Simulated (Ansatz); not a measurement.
## NaVS3 (model cell, started as cubic perovskite with V in the octahedra): a soft mode frozen in

Wanted: the energy along a soft mode of NaVS3 (model cell, started as cubic perovskite with V in the octahedra) and the structure at the end.

Program: Ansatz 0.2.0. Level of theory: DFT PBEsol, scalar-relativistic, plane waves, PAW; PAW set soft_1. Results are calculated unless marked as measured.

The structure was built from a prototype and need not be the compound's stable phase.

**1. The structure**

The structure is cubic, space group Pm-3m (No. 221). Conventional cell: a = 4.568 Å, b = 4.568 Å, c = 4.568 Å, α = 90.00°, β = 90.00°, γ = 90.00°. Nearest to Na lie 12 S at 3.23 Å. V has 6 S at 2.28 Å nearest. Nearest to S lie 2 V at 2.28 Å and 4 Na at 3.23 Å. Farther neighbours and most contacts between anions are not listed.

**2. The dispersion**

The cell comes from relaxations at this level that are not shown. Stability and thermal properties need the whole zone. Linear response on a 4×4×4 q mesh gives force constants as far as a supercell of that size would.

The input, input.yaml:

```yaml
crystal:
  lattice:
    - [4.5683033595, 0.0, 0.0]
    - [0.0, 4.5683033595, 0.0]
    - [0.0, 0.0, 4.5683033595]
  atoms:
    - { symbol: Na, position: [0.0, 0.0, 0.0] }
    - { symbol: V, position: [0.5, 0.5, 0.5] }
    - { symbol: S, position: [0.5, 0.5, 0.0] }
    - { symbol: S, position: [0.5, 0.0, 0.5] }
    - { symbol: S, position: [0.0, 0.5, 0.5] }
kpoints:
  mp_grid: { grid: [8, 8, 8] }
hamiltonian:
  xc: pbesol
  pseudopotentials: { kind: paw, azcp: { folder: soft_1 }, xc_functional: pbe }
scf:
  occupations: { method: methfessel_paxton, width: 0.2 }
output:
  eigenvalues: true
phonons:
  method: dfpt
  qmesh: [4, 4, 4]
  temperatures: { t_max: 1000, t_step: 50 }
  qpath:
    path:
      - [[0.0, 0.0, 0.0], [0.0, 0.5, 0.0], [0.5, 0.5, 0.0], [0.0, 0.0, 0.0], [0.5, 0.5, 0.5], [0.0, 0.5, 0.0]]
      - [[0.5, 0.5, 0.5], [0.5, 0.5, 0.0]]
    npoints: 10
```

On the command line:

```sh
> ansatz run input.yaml --threads 8 --pin off --max-ram 16384MiB --backend cpu --events-out ev --progress --plain --runs-dir out
```

Numbers of over 12 decimals in the logs are rounded to 6 here.

The log of the run:

```text
Engine: ansatz 0.2.0, aarch64-unknown-linux-gnu
Pseudopotentials: kind: paw
Pseudopotential: Na, paw, valence charge 9, recommended cutoff 420 eV (normal), soft_1/Na.paw.azcp
Pseudopotential: V, paw, valence charge 13, recommended cutoff 420 eV (normal), soft_1/V.paw.azcp
Pseudopotential: S, paw, valence charge 6, recommended cutoff 420 eV (normal), soft_1/S.paw.azcp
Functional definition: PBEsol
  exchange = pbesol_x
  correlation = pbesol_c
Crystal: 5 atoms, lattice volume = 95.338 Å³
Basis set: ecut = 420 eV, 1863 PW (Γ), exchange–correlation on 64×64×64 points (8 copies of the dense FFT grid, shifted against one another)
Bands: 25, of which v1, the nominal top of the filled ones, is band 20 counted from 1 (19 counted from 0)
Symmetry: 48 space group operations
k-points: 35 of 512
Non-local potential: Na, projectors of the file, l = 0: 3, l = 1: 2, l = 2: 1
Non-local potential: V, projectors of the file, l = 0: 3, l = 1: 2, l = 2: 3, l = 3: 1
Non-local potential: S, projectors of the file, l = 0: 2, l = 1: 2, l = 2: 1
PAW form: soft (Blöchl's): semilocal exchange-correlation on the pseudo side does not see the compensation charge
PAW frozen core: Na, regenerated for the run's functional, and the local potential with it (the file was generated under x = pbe(κ = 0.804, μ = 0.219515), c = pbe(β = 0.066725))
PAW frozen core: V, regenerated for the run's functional, and the local potential with it (the file was generated under x = pbe(κ = 0.804, μ = 0.219515), c = pbe(β = 0.066725))
PAW frozen core: S, regenerated for the run's functional, and the local potential with it (the file was generated under x = pbe(κ = 0.804, μ = 0.219515), c = pbe(β = 0.066725))
PAW one-centre angular grid: Na, 110 points (default); XC on 64 Gauss nodes
PAW one-centre angular grid: V, 590 points (default); XC on 64 Gauss nodes
PAW one-centre angular grid: S, 110 points (default); XC on 64 Gauss nodes
Initial density: superposition of atomic densities (chi_scale 0.1, normalization cell, long waves kept (reshape's long-wave potential 0.00 eV rms))
Initial wavefunctions: pseudopotential atomic-orbital guess
Functional: x = pbesol(κ = 0.804, μ = 0.123457), c = pbesol(β = 0.046)
SCF iter   1: F=—  HF=-7020.489549 eV  |F-HF|=—  |Δ(HF+E_count)|=         —  Δρ=9.27e-2  dr2=1.33e1  ethr=3.10e-3  ⟨swp⟩=7.5  Hψ=9583  notcnv=0
automatic band count: the SCF goes on with 30 bands, as 25 were too few: the levels above may hold too much charge
preconditioner: auto → Kerker (q_TF=auto, 2.361 Å⁻¹)  [metal: Δε(μ)=0.045 eV  Ē_g=9.389 eV  σ=0.200 eV  W_gap=0.19  n_scr=18 (ndim 8)  ℏωp=18.6 eV  f_vac=0.000  D(μ)=3.70/eV (n_scr^D=26)]
SCF iter   2: F=—  HF=-7019.586115 eV  |F-HF|=—  |Δ(HF+E_count)|=   9.03e-1  S|Δr|=    0.00e0  Δρ=5.02e-2  dr2=4.40e0  ethr=3.10e-3  ⟨swp⟩=2.0  Hψ=2117  notcnv=0  defer=51
SCF iter   3: F=—  HF=-7019.160045 eV  |F-HF|=—  |Δ(HF+E_count)|=   4.26e-1  S|Δr|=    0.00e0  Δρ=1.07e-2  dr2=2.01e-1  ethr=3.10e-3  ⟨swp⟩=2.2  Hψ=1330  notcnv=0  defer=51
SCF iter   4: F=—  HF=-7019.150884 eV  |F-HF|=—  |Δ(HF+E_count)|=   9.16e-3  S|Δr|=    0.00e0  Δρ=2.75e-3  dr2=5.02e-3  ethr=5.03e-4  ⟨swp⟩=1.0  Hψ=1322  notcnv=0  defer=63
SCF iter   5: F=—  HF=-7019.152542 eV  |F-HF|=—  |Δ(HF+E_count)|=   1.66e-3  S|Δr|=    0.00e0  Δρ=6.26e-4  dr2=7.25e-4  ethr=1.26e-5  ⟨swp⟩=2.6  Hψ=1420  notcnv=0  defer=63
SCF iter   6: F=—  HF=-7019.152671 eV  |F-HF|=—  |Δ(HF+E_count)|=   1.29e-4  S|Δr|=    0.00e0  Δρ=4.10e-4  dr2=2.48e-4  ethr=1.81e-6  ⟨swp⟩=2.1  Hψ=1650  notcnv=0  defer=63
SCF iter   7: F=—  HF=-7019.152656 eV  |F-HF|=—  |Δ(HF+E_count)|=   1.41e-5  S|Δr|=    0.00e0  Δρ=9.44e-5  dr2=2.12e-5  ethr=6.19e-7  ⟨swp⟩=2.2  Hψ=1328  notcnv=0  defer=63
SCF iter   8: F=—  HF=-7019.152649 eV  |F-HF|=—  |Δ(HF+E_count)|=   7.37e-6  S|Δr|=    0.00e0  Δρ=3.96e-5  dr2=3.49e-6  ethr=5.30e-8  ⟨swp⟩=2.1  Hψ=1464  notcnv=0  defer=63
SCF iter   9: F=—  HF=-7019.152650 eV  |F-HF|=—  |Δ(HF+E_count)|=   1.35e-6  S|Δr|=    0.00e0  Δρ=1.69e-5  dr2=4.00e-7  ethr=8.74e-9  ⟨swp⟩=2.5  Hψ=1510  notcnv=0  defer=63
SCF iter  10: F=—  HF=-7019.152650 eV  |F-HF|=—  |Δ(HF+E_count)|=   3.43e-8  S|Δr|=    0.00e0  Δρ=2.79e-6  dr2=8.46e-9  ethr=9.99e-10  ⟨swp⟩=2.5  Hψ=1529  notcnv=0  defer=63
SCF iter  11: F=—  HF=-7019.152650 eV  |F-HF|=—  |Δ(HF+E_count)|=   1.26e-9  S|Δr|=    0.00e0  Δρ=5.96e-7  dr2=4.58e-10  ethr=2.12e-11  ⟨swp⟩=2.3  Hψ=1512  notcnv=0  defer=63
SCF iter  12: F=—  HF=-7019.152650 eV  |F-HF|=—  |Δ(HF+E_count)|=  1.53e-10  S|Δr|=    0.00e0  Δρ=1.30e-7  dr2=1.14e-11  ethr=1.15e-12  ⟨swp⟩=2.2  Hψ=1504  notcnv=0  defer=63
SCF iter  13: F=-7019.152650 eV  HF=-7019.152650 eV  |F-HF|=1.82e-12  |Δ(HF+E_count)|=    0.00e0  S|Δr|=    0.00e0  Δρ=3.40e-8  dr2=1.42e-12  ethr=1.00e-12  ⟨swp⟩=13.5  Hψ=5859  notcnv=0
SCF 1 converged in 13 iterations: F = -7019.152650 eV  dr2 = 1.42e-12
  greatest PAW one-centre occupation: 1.000 electrons in one spin orbital (limit 2), on the V atom at site 1 (counted from 0), in its partial waves of l = 0
Initial density: read from a saved state, or passed on in memory by an earlier SCF of this step, an earlier step, the calling program or the single point that the run made first
iter 1 solved again at ethr=1.91e-6 eV; its pass at ethr=3.10e-3 eV (dr2=7.65e-4 eV) is discarded
SCF iter   1: F=—  HF=-7019.152645 eV  |F-HF|=—  |Δ(HF+E_count)|=         —  Δρ=1.66e-6  dr2=4.53e-9  ethr=1.91e-6  ⟨swp⟩=3.1  Hψ=6451  notcnv=0
eigensolver tolerance schedule: the retry pair's looser diagonalisation over-reported the residual by 169002.16 of it (diagonalisation noise at an unbounded share of the residual, at the tolerance the schedule requests for it); recorded, not acted on — ethr = c·dr2/N_el stays at c = 1.0e-1
preconditioner: auto → Kerker (q_TF=auto, 2.361 Å⁻¹)  [metal: Δε(μ)=0.028 eV  Ē_g=6.813 eV  σ=0.200 eV  W_gap=0.12  n_scr=18 (ndim 8)  ℏωp=18.6 eV  f_vac=0.000  D(μ)=4.41/eV (n_scr^D=32)]
SCF iter   2: F=—  HF=-7019.152650 eV  |F-HF|=—  |Δ(HF+E_count)|=   5.04e-6  S|Δr|=    0.00e0  Δρ=8.41e-7  dr2=1.08e-9  ethr=1.13e-11  ⟨swp⟩=4.4  Hψ=2710  notcnv=0
SCF iter   3: F=—  HF=-7019.152650 eV  |F-HF|=—  |Δ(HF+E_count)|=  5.09e-11  S|Δr|=    0.00e0  Δρ=5.33e-7  dr2=4.46e-10  ethr=2.69e-12  ⟨swp⟩=1.0  Hψ=875  notcnv=0
SCF iter   4: F=—  HF=-7019.152650 eV  |F-HF|=—  |Δ(HF+E_count)|=  2.27e-11  S|Δr|=    0.00e0  Δρ=2.48e-7  dr2=1.00e-10  ethr=1.12e-12  ⟨swp⟩=1.0  Hψ=875  notcnv=0
SCF iter   5: F=—  HF=-7019.152650 eV  |F-HF|=—  |Δ(HF+E_count)|=  2.73e-12  S|Δr|=    0.00e0  Δρ=1.53e-7  dr2=3.88e-11  ethr=1.00e-12  ⟨swp⟩=1.0  Hψ=875  notcnv=0
SCF iter   6: F=-7019.152650 eV  HF=-7019.152650 eV  |F-HF|=1.00e-11  |Δ(HF+E_count)|=  1.82e-12  S|Δr|=    0.00e0  Δρ=7.67e-8  dr2=9.91e-12  ethr=1.00e-12  ⟨swp⟩=2.0  Hψ=2040  notcnv=0
SCF 2 converged in 6 iterations: F = -7019.152650 eV  dr2 = 9.91e-12
phonons: the bands overlap, so this run is a metal and interpolates without the dipole-dipole term. If the crystal is really an insulator or semiconductor, its LO-TO splitting is missing
NSCF: frozen V_eff on 35 k-points
NSCF: frozen V_eff on 125 k-points
DFPT response loops at q = (0, 0, 0) (fractional): preconditioner auto → Kerker (q_TF=auto, 2.361 Å⁻¹) (partly filled bands, converged f_vac=0.000); β = 1.00, the filter's whole step (`scf.mixing.beta` (0.50) is not read by the response loops under this deck's `scf.mixing.preconditioner`; to damp them name `kerker` or `kerker_dos`, under which they read `scf.mixing.beta`, and type it under 1.00, their step now; both keys bind the ground state too); Broyden in place of MSR1
NSCF: frozen V_eff on 400 k-points
DFPT response loops at q = (0, 0, 0.25) (fractional): mixed as the last ones told, above
NSCF: frozen V_eff on 250 k-points
DFPT response loops at q = (0, 0, -0.5) (fractional): mixed as the last ones told, above
NSCF: frozen V_eff on 640 k-points
DFPT response loops at q = (0, 0.25, 0.25) (fractional): mixed as the last ones told, above
NSCF: frozen V_eff on 400 k-points
DFPT response loops at q = (0, 0.25, -0.5) (fractional): mixed as the last ones told, above
NSCF: frozen V_eff on 250 k-points
DFPT response loops at q = (0, -0.5, -0.5) (fractional): mixed as the last ones told, above
NSCF: frozen V_eff on 1024 k-points
DFPT response loops at q = (0.25, 0.25, 0.25) (fractional): mixed as the last ones told, above
NSCF: frozen V_eff on 640 k-points
DFPT response loops at q = (0.25, 0.25, -0.5) (fractional): mixed as the last ones told, above
NSCF: frozen V_eff on 400 k-points
DFPT response loops at q = (0.25, -0.5, -0.5) (fractional): mixed as the last ones told, above
NSCF: frozen V_eff on 250 k-points
DFPT response loops at q = (-0.5, -0.5, -0.5) (fractional): mixed as the last ones told, above
SCF converged after 13 iterations
Stability not checked: this state was not tested for a lower state beside it, because cold or Methfessel-Paxton smearing, or corrected tetrahedra, fill the levels in a way that the test cannot read (fill_not_monotonic; see scf.lower_state_search)
Free energy (F): -7019.152650 eV
Harris-Foulkes:  -7019.152650 eV  (|F-HF|=1.82e-12)
Internal energy: -7019.133839 eV  (E = F + TS)
E sigma→0 (E₀):  -7019.147947 eV
Entropy (-TS):   -0.018811 eV (-3.762 meV/atom)
Fermi energy:    6.797362 eV
--- Per-component energies (eV) ---
  E_band       = -464.676652
  E_kinetic    = 726.210368
  E_local      = -3469.172931  (includes V_loc(G=0)·N_el)
  E_nonlocal   = 463.830013
  E_hartree    = 1295.964323
  E_xc         = -414.792694
  E_vxc        = -440.079341  (∫ρ·V_xc dr)
  E_paw        = -3158.430862  (= ΣΔE_a)
  E_vpaw       = -337.394422  (= ΣTr[D̂ρ^β])
  E_aug_tail   = 0.000968  (compensation charges beyond the density's cutoff)
  E_ewald      = -2463.133246
  E_core_change = 0.390221  (= ΣΔE_core)
  E_smearing   = -0.018811  (= −TS)
  E_closure    = -0.000000  (closes the sum)
  Σ components = -7019.152650   (vs F -7019.152650, Δ=0.00e0)
--- Band table (eV; the first three rows and the last of 35) ---
  k-point 0: bands = [... 16 lower, 5.5777, 5.8073, 5.8073, 5.8073, 6.4683, 6.4683, 6.4683, 7.2942, ... 6 higher]
  k-point 1: bands = [... 16 lower, 5.4653, 5.7831, 5.8131, 6.0719, 6.0719, 6.7741, 6.7741, 7.3022, ... 6 higher]
  k-point 2: bands = [... 16 lower, 4.8642, 5.2177, 5.8275, 6.1460, 6.1460, 7.3169, 7.3525, 7.3525, ... 6 higher]
  k-point 34: bands = [... 16 lower, 2.4703, 7.2308, 7.2308, 7.2308, 7.8696, 7.8696, 7.8696, 9.4206, ... 6 higher]
--- Phonons (Γ-DFPT): 4 representative perturbations + reference (Σ response iterations 12) ---
  ASR residual: 2.475e-5 → 0.000e0 eV/Å²; symmetrization residual: 5.283e-6 eV/Å²
  ASR residual per site (eV/Å²): 2.22e-5 2.47e-5 1.53e-5 1.53e-5 1.53e-5
  Γ frequencies (cm⁻¹): -93.33 -93.33 -93.33 0.00 0.00 0.00 72.22 72.22 72.22 87.93 87.93 87.93 352.07 352.07 352.07
--- Phonons (arbitrary-q DFPT): 10 irreducible q on the 4×4×4 mesh ---
  q = [0.0000, 0.0000, 0.0000] (star 1, of the zone-centre solve; hermiticity 9.34e-7, symmetrization 2.17e-12): -93.33 -93.33 -93.33 -0.00 0.00 0.00 72.22 72.22 72.22 87.93 87.93 87.93 352.07 352.07 352.07
  q = [0.0000, 0.0000, 0.2500] (star 6, 9 solved perturbations in 1560 linear systems a pass and spin channel, the states on 200 of 512 k-point pairs; hermiticity 1.32e-6, symmetrization 2.50e-12): -165.28 -86.69 -86.69 38.54 38.54 69.03 71.34 71.34 74.49 113.59 125.30 125.30 346.63 346.63 355.56
  q = [0.0000, 0.0000, -0.5000] (star 3, 9 solved perturbations in 975 linear systems a pass and spin channel, the states on 125 of 512 k-point pairs; hermiticity 4.35e-7, symmetrization 4.37e-8): -97.55 -97.55 54.37 54.37 64.52 64.52 75.46 108.60 137.57 156.78 156.78 188.68 336.91 336.91 380.77
  q = [0.0000, 0.2500, 0.2500] (star 12, 9 solved perturbations in 2460 linear systems a pass and spin channel, the states on 320 of 512 k-point pairs; hermiticity 9.52e-7, symmetrization 4.83e-14): -149.20 -126.49 -87.02 26.84 59.53 61.84 67.82 107.62 108.11 113.07 130.86 172.14 333.66 340.89 376.18
  q = [0.0000, 0.2500, -0.5000] (star 12, 15 solved perturbations on 200 of 512 k-point pairs; hermiticity 1.03e-6, symmetrization 5.72e-8): -140.26 -99.61 -21.45 58.34 62.62 64.85 115.89 117.65 125.95 155.89 191.97 204.99 292.71 330.68 401.05
  q = [0.0000, -0.5000, -0.5000] (star 3, 9 solved perturbations in 975 linear systems a pass and spin channel, the states on 125 of 512 k-point pairs; hermiticity 1.42e-6, symmetrization 3.26e-8): -111.41 -76.15 50.39 50.39 65.47 72.16 125.91 125.91 154.55 154.55 185.47 185.47 227.95 319.91 418.63
  q = [0.2500, 0.2500, 0.2500] (star 8, 4 solved perturbations in 1376 linear systems a pass and spin channel, the states on 512 of 512 k-point pairs; hermiticity 9.22e-7, symmetrization 1.21e-12): -104.66 -104.66 -82.93 29.48 51.25 51.25 84.05 85.91 85.91 170.94 170.94 173.93 333.51 333.51 396.66
  q = [0.2500, 0.2500, -0.5000] (star 12, 9 solved perturbations in 2460 linear systems a pass and spin channel, the states on 320 of 512 k-point pairs; hermiticity 1.18e-6, symmetrization 3.70e-8): -92.40 -89.32 -34.55 21.67 67.85 68.09 74.13 77.73 170.55 193.60 200.76 207.57 266.01 316.21 421.85
  q = [0.2500, -0.5000, -0.5000] (star 6, 9 solved perturbations in 1560 linear systems a pass and spin channel, the states on 200 of 512 k-point pairs; hermiticity 1.40e-6, symmetrization 1.32e-7): -102.87 -76.51 -51.96 -11.26 -11.26 63.29 63.29 67.98 184.65 184.65 202.65 202.65 227.77 270.96 441.32
  q = [-0.5000, -0.5000, -0.5000] (star 1, 4 solved perturbations in 350 linear systems a pass and spin channel, the states on 125 of 512 k-point pairs; hermiticity 1.69e-6, symmetrization 1.10e-8): -216.15 -216.15 -76.54 -76.54 -76.54 70.35 70.35 70.35 168.84 168.84 168.84 226.38 226.38 226.38 453.55
  sum rule: each row above includes the acoustic sum rule's correction from the zone centre's row sums; it moved no ω² by more than (0.51 cm⁻¹)²
  mesh force constants: q→R imaginary residual 3.27e-19; ASR residual 2.475e-5 → 0.000e0 eV/Å²; symmetrization residual 5.329e-15 eV/Å²
  interpolated dispersion: 62 rows × 15 modes
  density of states and harmonic sums: on the 16×16×16 q-mesh, interpolated from the force constants of a 4×4×4 supercell (no non-analytic term)
  largest difference from the sums on the solved wave vectors: F 5.95e-2 eV, S 8.52e-5 and C_V 2.72e-5 eV/K
  zero-point energy: 0.123979 eV/cell   skipped modes (ω ≤ 0): 486, of them read as no rigid motion or as one in doubt: 483 (2.872e0 modes/cell left out, lowest -216.15 cm⁻¹)   left out of the sums: 1.91e-1 of the cell's modes: C_V's classical limit lies that fraction below 3 k_B per atom; for a crystal, a wire or a layer, F and S can be off by more, and a phonons.interpolated_qmesh denser along its periods is the remedy for the sampling
```

Elapsed: 6.3 min, on 8 threads of Arm Neoverse V2, shared host; peak memory 3.1 GiB; 48 min of CPU time.

Reading the cycles: dr2 is the Hartree energy of the density residual (eV), the measure of convergence; HF is the Harris–Foulkes estimate of the energy, which meets the free energy F at convergence.

Numbers from this step:

| Quantity | Value |
| --- | --- |
| volume per atom | 19.07 Å³ |
| gap on the k-mesh | 0 eV |
| sum-rule residual before enforcement | 2.47e-5 eV/Å² |
| lowest frequency on the path | -216.2 cm⁻¹ |
| point group | m-3m |
| highest frequency on the path or at a solved wavevector | 453.7 cm⁻¹ |
| highest optical mode at the zone centre (no LO-TO term) | 352.1 cm⁻¹ |
| lowest optical zone-centre mode | -93.33 cm⁻¹ |
| lowest mode on the q mesh (acoustic modes at Γ apart) | -216.2 cm⁻¹ |

Frequencies (cm⁻¹) solved at each irreducible wavevector; negative means imaginary. Frequencies by wavevector, by row:

```csv
q in reciprocal lattice units,star,mode 1,mode 2,mode 3,mode 4,mode 13,mode 14,mode 15
0 0 0,1,-93.3,-93.3,-93.3,0,352.1,352.1,352.1
0 0 0.25,6,-165.3,-86.7,-86.7,38.5,346.6,346.6,355.6
0 0 -0.5,3,-97.5,-97.5,54.4,54.4,336.9,336.9,380.8
0 0.25 0.25,12,-149.2,-126.5,-87,26.8,333.7,340.9,376.2
0 0.25 -0.5,12,-140.3,-99.6,-21.4,58.3,292.7,330.7,401.1
0 -0.5 -0.5,3,-111.4,-76.2,50.4,50.4,227.9,319.9,418.6
0.25 0.25 0.25,8,-104.7,-104.7,-82.9,29.5,333.5,333.5,396.7
0.25 0.25 -0.5,12,-92.4,-89.3,-34.5,21.7,266,316.2,421.9
0.25 -0.5 -0.5,6,-102.9,-76.5,-52,-11.3,227.8,271,441.3
-0.5 -0.5 -0.5,1,-216.2,-216.2,-76.5,-76.5,226.4,226.4,453.6
```

Interpolated from a 4×4×4 q mesh. The phonon branches at the labelled points (cm⁻¹):

```csv
point,branch 1,branch 2,branch 3,branch 4,branch 12,branch 13,branch 14,branch 15
Γ,-93,-93,-93,0,88,352,352,352
halfway,-165,-87,-87,38,125,347,347,356
X,-98,-98,54,54,189,337,337,381
halfway,-140,-100,-22,58,205,293,331,401
M,-111,-76,50,50,186,228,320,419
halfway,-149,-126,-87,27,172,334,341,376
Γ,-93,-93,-93,0,88,352,352,352
halfway,-105,-105,-83,30,174,334,334,397
R,-216,-216,-76,-76,226,226,226,454
halfway,-92,-89,-34,22,208,266,316,422
X,-98,-98,54,54,189,337,337,381
jump to R,-216,-216,-76,-76,226,226,226,454
halfway,-103,-76,-52,-11,203,228,271,441
M,-111,-76,50,50,186,228,320,419
```

Symmetry leaves 10 wavevectors to solve. The lowest mode among them, the acoustic zeros apart, lies at q = (-0.5, -0.5, -0.5) and is imaginary, 216.2i cm⁻¹, so the energy falls along it.

**3. The mode frozen in, largest atomic shift 0 Å**

The mode followed lies at q = (-0.5, -0.5, -0.5) with frequency 216.2i cm⁻¹ and is 2-fold degenerate, the softest among the wavevectors solved. At small amplitude the distorted cell has space group no. 139 by a symmetry search on the positions. The undistorted cell that holds it gives the zero of energy on the same k mesh.

System of this step: NaVS3 (model cell, started as cubic perovskite with V in the octahedra). Symmetry: Pm-3m, No. 221, cubic system. Conventional cell: a = 4.568 Å, b = 4.568 Å, c = 4.568 Å, α = 90.00°, β = 90.00°, γ = 90.00°. Nearest to Na lie 12 S at 3.23 Å. Nearest to V lie 6 S at 2.28 Å. S has 2 V at 2.28 Å and 4 Na at 3.23 Å nearest. Farther neighbours and most contacts between anions are not listed.

input.yaml, the sections that differ from step 2:

```yaml
crystal:
  lattice:
    - [4.5683033595, 4.5683033595, 0.0]
    - [4.5683033595, 0.0, 4.5683033595]
    - [4.5683033595, 0.0, -4.5683033595]
  atoms:
    - { symbol: Na, position: [0.0, 0.0, 0.0] }
    - { symbol: Na, position: [0.0, 0.5, 0.5] }
    - { symbol: V, position: [0.5, 0.25, 0.75] }
    - { symbol: V, position: [0.5, 0.75, 0.25] }
    - { symbol: S, position: [0.5, 0.0, 0.0] }
    - { symbol: S, position: [0.5, 0.5, 0.5] }
    - { symbol: S, position: [0.0, 0.5, 0.0] }
    - { symbol: S, position: [0.0, 0.0, 0.5] }
    - { symbol: S, position: [0.5, 0.0, 0.5] }
    - { symbol: S, position: [0.5, 0.5, 0.0] }
output:
  forces: true
  stress: true
  eigenvalues: true
# kpoints, hamiltonian, scf: as in step 2
# phonons: removed
```

The log of the run:

```text
[...]
Crystal: 10 atoms, lattice volume = 190.675 Å³
Basis set: ecut = 420 eV, 3719 PW (Γ), exchange–correlation on 90×90×90 points (8 copies of the dense FFT grid, shifted against one another)
Bands: 50, of which v1, the nominal top of the filled ones, is band 40 counted from 1 (39 counted from 0)
Symmetry: 96 space group operations
[...]
k-points: 29 of 512
[...]
k-point 0: bands = [... 36 lower, 5.7604, 6.4706, 6.4706, 6.4706, 7.2411, 7.2411, 7.2411, 7.2437, ... 6 higher]
  k-point 1: bands = [... 36 lower, 6.0589, 6.3609, 6.3609, 6.5353, 7.0960, 7.0960, 7.1562, 7.5802, ... 6 higher]
  k-point 2: bands = [... 36 lower, 5.8769, 6.6820, 6.6859, 6.6859, 6.7300, 6.7300, 6.9287, 7.5821, ... 6 higher]
  k-point 28: bands = [... 36 lower, 5.1027, 5.1027, 6.1895, 6.1895, 7.3391, 7.3391, 7.7672, 7.7672, ... 6 higher]
[key lines of the parts left out:]
SCF converged after 10 iterations
Free energy (F): -14038.315895 eV
Fermi energy:    6.793753 eV
P = ⅓ Tr σ = 0.0138 GPa (0.138 kbar)
```

Elapsed: 2 s, on 8 threads; peak memory 0.81 GiB.

Numbers from this step:

| Property | Result |
| --- | --- |
| pressure | 0.01385 GPa |
| energy from the undistorted cell | 0 meV/atom |

The run ends at a pressure of 0.01 GPa.

[end of part 1 of 3]

[Logs are printed without paths, hosts, clocks, repeated set-up lines and the standing remarks that a program may print on its own settings, such as how far it seeks lower states.]

[Hosts, paths, dates, database ids (printed as entryN), source tags and the programs' standing remarks are cut or masked in the printed files.]
